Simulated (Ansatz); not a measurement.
# YAlSe3 (model cell, started as cubic perovskite with Al in the octahedra): following an unstable mode, part 2 of 3

Which phase does YAlSe3 (model cell, started as cubic perovskite with Al in the octahedra) fall into along its unstable mode, and how much energy does it gain?

Ansatz 0.2.0; DFT PBEsol, scalar-relativistic, plane waves, PAW; PAW set soft_1.

So far, highest frequency on the path or at a solved wavevector (cm⁻¹): step 2 (response at finite wavevector) 354. Also lowest frequency on the path (cm⁻¹): step 2 -167.

The structure was built from a prototype and need not be the compound's stable phase.

### 4. The mode frozen in, largest atomic shift 0.6 Å

The atoms are moved along the unstable eigenvector, the largest shift by 0.6 Å, with the cell fixed.

Contents of input.yaml:

```yaml
crystal:
  lattice:
    - [4.8323304856, 4.8323304856, 0.0]
    - [4.8323304856, 0.0, 4.8323304856]
    - [4.8323304856, 0.0, -4.8323304856]
  atoms:
    - { symbol: "Y", position: [0.0, 0.5, 0.5] }
    - { symbol: "Y", position: [0.0, 0.0, 0.0] }
    - { symbol: Al, position: [0.5, 0.25, 0.75] }
    - { symbol: Al, position: [0.5, 0.75, 0.25] }
    - { symbol: Se, position: [0.5877969895, 0.4122030105, 0.4122030105] }
    - { symbol: Se, position: [0.4122030105, 0.0877969895, 0.0877969895] }
    - { symbol: Se, position: [0.0, -0.0438984947, 0.5438984947] }
    - { symbol: Se, position: [0.0, 0.5438984947, -0.0438984947] }
    - { symbol: Se, position: [0.5, -0.0438984947, 0.5438984947] }
    - { symbol: Se, position: [0.5, 0.5438984947, -0.0438984947] }
kpoints:
  mp_grid: { grid: [8, 8, 8] }
hamiltonian:
  xc: pbesol
  pseudopotentials: { kind: paw, azcp: { folder: soft_1 }, xc_functional: pbe }
scf:
  occupations: { method: methfessel_paxton, width: 0.2 }
output:
  forces: true
  stress: true
  eigenvalues: true
```

The run is started by

```bash
> ansatz run input.yaml --threads 4 --pin off --max-ram 16384MiB --backend cpu --events-out ev --progress --plain --runs-dir out
```

Numbers of over 12 decimals in the logs are rounded to 6 here.

Log:

```text
[...]
Crystal: 10 atoms, lattice volume = 225.684 Å³
Basis set: ecut = 420 eV, 4477 PW (Γ), exchange–correlation on 96×96×96 points (8 copies of the dense FFT grid, shifted against one another)
Bands: 75, of which v1, the nominal top of the filled ones, is band 62 counted from 1 (61 counted from 0)
Symmetry: 8 space group operations
[...]
k-points: 95 of 512
[...]
k-point 0: bands = [... 58 lower, 8.2211, 8.7117, 8.7347, 8.9977, 9.4578, 10.4978, 10.9969, 11.2211, ... 6 higher]
  k-point 1: bands = [... 58 lower, 8.4295, 8.5830, 8.7244, 9.0016, 9.5079, 10.5230, 10.9515, 11.1528, ... 6 higher]
  k-point 2: bands = [... 58 lower, 8.4532, 8.5098, 8.6765, 8.8980, 9.6535, 10.5720, 10.9734, 11.2037, ... 6 higher]
  k-point 94: bands = [... 58 lower, 7.8300, 7.8300, 8.2501, 8.2501, 11.1758, 11.1758, 11.3051, 11.3051, ... 6 higher]
[key lines of the parts left out:]
SCF converged after 8 iterations
Free energy (F): -41195.506570 eV
Fermi energy:    9.349489 eV
P = ⅓ Tr σ = -0.7183 GPa (-7.183 kbar)
```

Run time: 29 s. Hardware: 4 threads of Arm Neoverse V1, shared host; peak memory 1.4 GiB.

This step gave:

```yaml
pressure: -0.7183 GPa
gap_on_the_k_mesh: 0.3328 eV
energy_from_the_undistorted_cell: -265.6 meV/atom
```

The energy, extrapolated to zero smearing, is -265.62 meV/atom against the undistorted cell.

The run ends at a pressure of -0.72 GPa, with forces up to 1.2 eV/Å.

### 5. Energy along the mode, all amplitudes (two of the runs are shown above)

An imaginary frequency means negative curvature, so the energy should fall and then rise again as anharmonic terms take over.

This step gave:

| Quantity | Value |
| --- | --- |
| depth at the lowest point sampled | 265.6 meV/atom |
| largest atomic shift at that point | 0.6 Å |

Table of energy from the parent by largest atomic shift:

```
largest atomic shift (Å)  energy from the parent (meV/atom)
                   0.000                                  0
                   0.040                              -2.45
                   0.080                              -9.50
                   0.140                              -27.4
                   0.220                              -61.9
                   0.320                               -116
                   0.450                               -191
                   0.600                               -266
```

Displacement at unit largest shift by atom:

```
atom   x (Å)   y (Å)   z (Å)   size
  Y1   0.000   0.000   0.000  0.000
  Y2   0.000   0.000   0.000  0.000
 Al3   0.000   0.000   0.000  0.000
 Al4   0.000   0.000   0.000  0.000
 Se5  -0.707   0.707   0.000  1.000
 Se6   0.707  -0.707   0.000  1.000
 Se7   0.000   0.000  -0.707  0.707
 Se8   0.000   0.000   0.707  0.707
 Se9   0.000   0.000  -0.707  0.707
Se10   0.000   0.000   0.707  0.707
```

The lowest of the steps tried is the last one, at 0.6 Å, 266 meV/atom below the parent; the bottom of the well need not coincide with a step.

### 6. Relaxing from the distorted cell

Starting from the lowest point found, all atoms and the cell are let go, so that strain and other modes of the same symmetry can join in.

input.yaml: that of step 4 with these lines changed.

```diff
@@ -27 +27,6 @@
   eigenvalues: true
+relax:
+  adjacent_minimum: "off"
+  f_tol: 0.002
+  max_steps: 120
+  cell: { stress_tol: 0.03 }
```

Log:

```text
[...]
Crystal: 10 atoms, lattice volume = 225.684 Å³
Basis set: ecut = 420 eV, 4477 PW (Γ), exchange–correlation on 96×96×96 points (8 copies of the dense FFT grid, shifted against one another)
Bands: 75, of which v1, the nominal top of the filled ones, is band 62 counted from 1 (61 counted from 0)
Symmetry: 8 space group operations
[...]
k-points: 95 of 512
[...]
SCF iter   1: F=—  HF=-41196.833184 eV  |F-HF|=—  |Δ(HF+E_count)|=         —  Δρ=3.73e-2  dr2=5.32e0  ethr=3.10e-3  ⟨swp⟩=7.4  Hψ=27710  notcnv=0
[...]
SCF iter   8: F=-41195.506570 eV  HF=-41195.506570 eV  |F-HF|=2.67e-8  |Δ(HF+E_count)|=   3.92e-8  S|Δr|=    0.00e0  Δρ=4.97e-6  dr2=9.83e-8  ethr=8.06e-11  ⟨swp⟩=9.8  Hψ=36417  notcnv=0
SCF 1 converged in 8 iterations: F = -41195.506570 eV  dr2 = 9.83e-8
[...]
relax step   1: F+E_penalty+E_count = -41195.50657019 eV  Δ(F+E_penalty+E_count) = +0.000e0 eV  max|allowed force component| = 1.160e0 eV/Å  Δτ_max = 0.0000 Å  P = -0.718 GPa  Ω = 225.684 Å³  (8 SCF iters, dr2 threshold 1.00e-7 eV, accepted)
Crystal: 10 atoms, lattice volume = 222.430 Å³
Basis set: ecut = 420 eV, 4337 PW (Γ), exchange–correlation on 96×96×96 points (8 copies of the dense FFT grid, shifted against one another)
[...]
SCF iter   7: F=-41196.481365 eV  HF=-41196.481365 eV  |F-HF|=1.05e-7  |Δ(HF+E_count)|=   5.02e-6  S|Δr|=    0.00e0  Δρ=1.38e-5  dr2=8.30e-7  ethr=8.06e-10  ⟨swp⟩=5.0  Hψ=34347  notcnv=0
SCF 2 converged in 7 iterations: F = -41196.481365 eV  dr2 = 8.30e-7
[...]
relax step   2: F+E_penalty+E_count = -41196.48136477 eV  Δ(F+E_penalty+E_count) = -9.748e-1 eV  max|allowed force component| = 3.565e-1 eV/Å  Δτ_max = 0.1944 Å  P = +0.913 GPa  Ω = 222.430 Å³  energy of the carried Pulay correction = +2.374e-4 eV  (7 SCF iters, dr2 threshold 1.00e-6 eV, accepted)
Crystal: 10 atoms, lattice volume = 228.257 Å³
Basis set: ecut = 420 eV, 4469 PW (Γ), exchange–correlation on 96×96×96 points (8 copies of the dense FFT grid, shifted against one another)
[...]
SCF iter   8: F=-41196.574659 eV  HF=-41196.574659 eV  |F-HF|=4.05e-9  |Δ(HF+E_count)|=   1.85e-7  S|Δr|=    0.00e0  Δρ=4.93e-6  dr2=1.10e-7  ethr=8.06e-10  ⟨swp⟩=4.0  Hψ=25135  notcnv=0
SCF 3 converged in 8 iterations: F = -41196.574659 eV  dr2 = 1.10e-7
relax step   3: F+E_penalty+E_count = -41196.57465920 eV  Δ(F+E_penalty+E_count) = -9.329e-2 eV  max|allowed force component| = 4.260e-1 eV/Å  Δτ_max = 0.1950 Å  P = +0.798 GPa  Ω = 228.257 Å³  energy of the carried Pulay correction = -1.854e-4 eV  (8 SCF iters, dr2 threshold 1.00e-6 eV, accepted)
[...]
relax step   4: F+E_penalty+E_count = -41196.65913736 eV  Δ(F+E_penalty+E_count) = -8.448e-2 eV  max|allowed force component| = 3.032e-2 eV/Å  Δτ_max = 0.0909 Å  P = -0.257 GPa  Ω = 229.310 Å³  energy of the carried Pulay correction = -2.606e-4 eV  (6 SCF iters, dr2 threshold 1.00e-6 eV, accepted)
[...]
relax step   5: F+E_penalty+E_count = -41196.66151776 eV  Δ(F+E_penalty+E_count) = -2.380e-3 eV  max|allowed force component| = 1.445e-2 eV/Å  Δτ_max = 0.0058 Å  P = +0.038 GPa  Ω = 228.641 Å³  energy of the carried Pulay correction = -2.128e-4 eV  (5 SCF iters, dr2 threshold 5.73e-7 eV, accepted)
[...]
relax step   6: F+E_penalty+E_count = -41196.66185892 eV  Δ(F+E_penalty+E_count) = -3.412e-4 eV  max|allowed force component| = 5.577e-3 eV/Å  Δτ_max = 0.0035 Å  P = +0.015 GPa  Ω = 228.849 Å³  energy of the carried Pulay correction = -2.278e-4 eV  (5 SCF iters, dr2 threshold 7.42e-8 eV, accepted)
[...]
relax step   7: F+E_penalty+E_count = -41196.66189265 eV  Δ(F+E_penalty+E_count) = -3.373e-5 eV  max|allowed force component| = 3.015e-3 eV/Å  Δτ_max = 0.0020 Å  P = -0.003 GPa  Ω = 228.955 Å³  energy of the carried Pulay correction = -2.353e-4 eV  (5 SCF iters, dr2 threshold 4.49e-9 eV, accepted)
[...]
relax step   8: F+E_penalty+E_count = -41196.66189814 eV  Δ(F+E_penalty+E_count) = -5.491e-6 eV  max|allowed force component| = 6.611e-4 eV/Å  Δτ_max = 0.0006 Å  P = +0.001 GPa  Ω = 228.933 Å³  energy of the carried Pulay correction = -2.338e-4 eV  (5 SCF iters, dr2 threshold 5.68e-10 eV, accepted)
[...]
SCF iter   7: F=-41196.662168 eV  HF=-41196.662168 eV  |F-HF|=2.91e-11  |Δ(HF+E_count)|=  2.91e-11  S|Δr|=    0.00e0  Δρ=4.90e-8  dr2=1.29e-11  ethr=1.00e-12  ⟨swp⟩=4.5  Hψ=22234  notcnv=0
SCF 9 converged in 7 iterations: F = -41196.662168 eV  dr2 = 1.29e-11
relax step   9: F+E_penalty+E_count = -41196.66216777 eV  Δ(F+E_penalty+E_count) = -2.696e-4 eV  max|allowed force component| = 6.496e-4 eV/Å  Δτ_max = 0.0000 Å  P = +0.001 GPa  Ω = 228.933 Å³  stress off target by 3.45e-3 GPa  SCF on the basis re-selected at this cell (its energy is not comparable with the rows above)  (7 SCF iters)
basis re-selected at this cell: Δ(F+E_penalty+E_count) = -2.696e-4 eV, ΔP = +0.000 GPa vs the last step (what re-selecting the basis moved, of the pressure what is left beyond the Pulay correction that the steps carried, after the strain that the cell walked since its last selection, with what the two solves' SCF thresholds leave and, on support functions, any second-order correction that the steps lacked; it is no m [...]
SCF converged after 7 iterations
[...]
Free energy (F): -41196.662168 eV
[...]
Internal energy: -41196.663075 eV  (E = F + TS)
E sigma→0 (E₀):  -41196.662395 eV
Entropy (-TS):   0.000907 eV (0.091 meV/atom)
Fermi energy:    9.096619 eV
[...]
--- Forces (eV/Å), atoms counted from 1 ---
  atom   1  Y      0.00059297    -0.00059297     0.00000000
  atom   2  Y     -0.00059297     0.00059297     0.00000000
  atom   3  Al     0.00000000     0.00000000     0.00000000
  atom   4  Al     0.00000000     0.00000000     0.00000000
  atom   5  Se     0.00064958    -0.00064958     0.00000000
  atom   6  Se    -0.00064958     0.00064958     0.00000000
  atom   7  Se    -0.00000000     0.00000000     0.00016409
  atom   8  Se     0.00000000    -0.00000000    -0.00016409
  atom   9  Se     0.00000000     0.00000000     0.00016409
  atom  10  Se    -0.00000000     0.00000000    -0.00016409
  max |Σ_I F_I| component: 2.17e-19 eV/Å
--- Stress (GPa, compression-positive) ---
        0.000452      -0.003002       0.000000
       -0.003002       0.000452      -0.000000
        0.000000      -0.000000       0.002609
  P = ⅓ Tr σ = 0.0012 GPa (0.012 kbar)
--- Band table (eV; the first three rows and the last of 95) ---
  k-point 0: bands = [... 58 lower, 7.8946, 8.1989, 8.2128, 8.7981, 9.4052, 10.7303, 11.0933, 11.0961, ... 9 higher]
  k-point 1: bands = [... 58 lower, 7.9414, 8.0763, 8.1856, 8.7765, 9.4163, 10.7813, 10.9335, 11.0838, ... 9 higher]
  k-point 2: bands = [... 58 lower, 7.9458, 7.9568, 8.1772, 8.6533, 9.5104, 10.7987, 10.9686, 11.1183, ... 9 higher]
  k-point 94: bands = [... 58 lower, 7.5456, 7.5456, 7.8668, 7.8668, 10.9505, 10.9505, 11.2590, 11.2590, ... 9 higher]
--- Relaxed structure (8 steps of the walk, 8 accepted, 1 SCFs on fresh bases) ---
  F+E_penalty+E_count = -41196.66216777 eV   max|allowed force component| = 6.496e-4 eV/Å   (the final SCF, on the basis selected at the relaxed cell)
  cell:  # Å, volume = 228.9334 Å³
    - [4.789817, 4.789817, 0.0]
    - [4.792420, -0.00260268, 4.983903]
    - [4.792420, -0.00260268, -4.983903]
  atoms:
    - { symbol: Y, position: [-0.037062, 0.537062, 0.537062] }
    - { symbol: Y, position: [0.037062, -0.037062, -0.037062] }
    - { symbol: Al, position: [0.500000, 0.250000, 0.750000] }
    - { symbol: Al, position: [0.500000, 0.750000, 0.250000] }
    - { symbol: Se, position: [0.619631, 0.380369, 0.380369] }
    - { symbol: Se, position: [0.380369, 0.119631, 0.119631] }
    - { symbol: Se, position: [-3.7947076036992655e-19, -0.070177, 0.570177] }
    - { symbol: Se, position: [-3.7947076036992655e-19, 0.570177, -0.070177] }
    - { symbol: Se, position: [0.500000, -0.070177, 0.570177] }
    - { symbol: Se, position: [0.500000, 0.570177, -0.070177] }
```

The job ended after 4.6 min (4 threads; peak memory 1.5 GiB).

Relaxation path:

```
step  energy less that of the first step (eV)  largest force component (eV/Å)  pressure (GPa)  volume (Å³)
   1                                   0.0000                          1.1603           -0.72       225.68
   2                                  -0.9748                          0.3565            0.91       222.43
   3                                  -1.0681                          0.4260            0.80       228.26
   4                                  -1.1526                          0.0303           -0.26       229.31
   5                                  -1.1549                          0.0145            0.04       228.64
   6                                  -1.1553                          0.0056            0.01       228.85
   7                                  -1.1553                          0.0030            0.00       228.95
   8                                  -1.1553                          0.0007            0.00       228.93
  9*                                  -1.1556                          0.0006            0.00       228.93
```

Relaxation steps marked * repeat the geometry before them on a plane-wave basis chosen anew for their cell, so energy and pressure can jump there.

Forces are held to the 8 operations that the run works with; a distortion that breaks them can't arise in this run.

```
conventional cell, symmetrised  before  after  change
                         a (Å)   6.834  6.774  -0.9 %
                         b (Å)   9.665  9.968  +3.1 %
                         c (Å)   6.834  6.781  -0.8 %
              volume (Å³/atom)   22.57  22.89  +1.4 %
```

The atoms that moved most (Å, as changes of fractional coordinates times the final cell):

```
atom      dx      dy      dz  length
 Se7   0.000   0.000  -0.262   0.262
 Se8   0.000   0.000   0.262   0.262
Se10   0.000   0.000   0.262   0.262
 Se9   0.000   0.000  -0.262   0.262
  Y2  -0.178   0.178   0.000   0.251
  Y1   0.178  -0.178   0.000   0.251
 Se6   0.153  -0.153   0.000   0.216
 Se5  -0.153   0.153   0.000   0.216
```

This step gave:

- pressure: 0.001171 GPa
- volume per atom: 22.89 Å³
- gap on the k-mesh: 0.6071 eV

The distorted start has space group Imma; the relaxation ends in Imma.

### 7. The new phase in its own primitive cell

The relaxed structure is symmetrised, reduced to its primitive cell and relaxed tightly, as its phonons need.

Contents of input.yaml:

```yaml
crystal:
  lattice:
    - [-3.3869123703, 4.9839031256, 3.3905931139]
    - [3.3869123703, -4.9839031256, 3.3905931139]
    - [3.3869123703, 4.9839031256, -3.3905931139]
  atoms:
    - { symbol: "Y", position: [0.2129377876, 0.9629377876, 0.25] }
    - { symbol: "Y", position: [0.7870622124, 0.0370622124, 0.75] }
    - { symbol: Al, position: [0.5, 0.5, 0.0] }
    - { symbol: Al, position: [0.0, 0.5, 0.5] }
    - { symbol: Se, position: [0.3696314134, 0.6196314134, 0.75] }
    - { symbol: Se, position: [0.6303685866, 0.3803685866, 0.25] }
    - { symbol: Se, position: [0.8201768835, 0.0, 0.3201768835] }
    - { symbol: Se, position: [0.1798231165, 0.0, 0.6798231165] }
    - { symbol: Se, position: [0.8201768835, 0.5, 0.8201768835] }
    - { symbol: Se, position: [0.1798231165, 0.5, 0.1798231165] }
kpoints:
  mp_grid: { grid: [6, 6, 6] }
hamiltonian:
  xc: pbesol
  pseudopotentials: { kind: paw, azcp: { folder: soft_1 }, xc_functional: pbe }
scf:
  occupations: { method: fixed }
output:
  forces: true
  stress: true
  eigenvalues: true
relax:
  adjacent_minimum: "off"
  f_tol: 0.001
  max_steps: 60
  cell: { stress_tol: 0.01 }
```

Log:

```text
[...]
Crystal: 10 atoms, lattice volume = 228.933 Å³
Basis set: ecut = 420 eV, 4445 PW (Γ), exchange–correlation on 96×96×96 points (8 copies of the dense FFT grid, shifted against one another)
Bands: 75, of which v1, the nominal top of the filled ones, is band 62 counted from 1 (61 counted from 0)
Symmetry: 8 space group operations
[...]
k-points: 46 of 216
[...]
- { symbol: Al, position: [0.0, 0.500000, 0.500000] }
    - { symbol: Se, position: [0.369631, 0.6196314134, 0.75] }
    - { symbol: Se, position: [0.6303685866, 0.380369, 0.25] }
    - { symbol: Se, position: [0.8201768835, 2.7755575615628914e-17, 0.320177] }
    - { symbol: Se, position: [0.179823, -8.326672684688674e-17, 0.679823] }
    - { symbol: Se, position: [0.820177, 0.5, 0.8201768835] }
    - { symbol: Se, position: [0.1798231165, 0.500000, 0.1798231165] }
[key lines of the parts left out:]
SCF converged after 6 iterations
Free energy (F): -41196.662098 eV
Fermi energy:    8.797716 eV
P = ⅓ Tr σ = 0.0017 GPa (0.017 kbar)
```

Wall time 33 s (4 threads); peak memory 1.1 GiB; 2.2 min of CPU time.

Little changed from the start: no atom moved by 0.005 Å and no cell edge by 0.1 %.

Numbers from this step:

```
pressure           : 0.001727 GPa
gap on the k-mesh  : 0.6076 eV
direct gap on mesh : 0.6076 eV
```

The largest force component left is 0.96 meV/Å and the pressure is 0.002 GPa, within the tolerances set. The cell now holds 22.89 Å³/atom.

[end of part 2 of 3]

[Logs are printed without paths, hosts, clocks, repeated set-up lines and the standing remarks that a program may print on its own settings, such as how far it seeks lower states.]

[Hosts, paths, dates, database ids (printed as entryN), source tags and the programs' standing remarks are cut or masked in the printed files.]
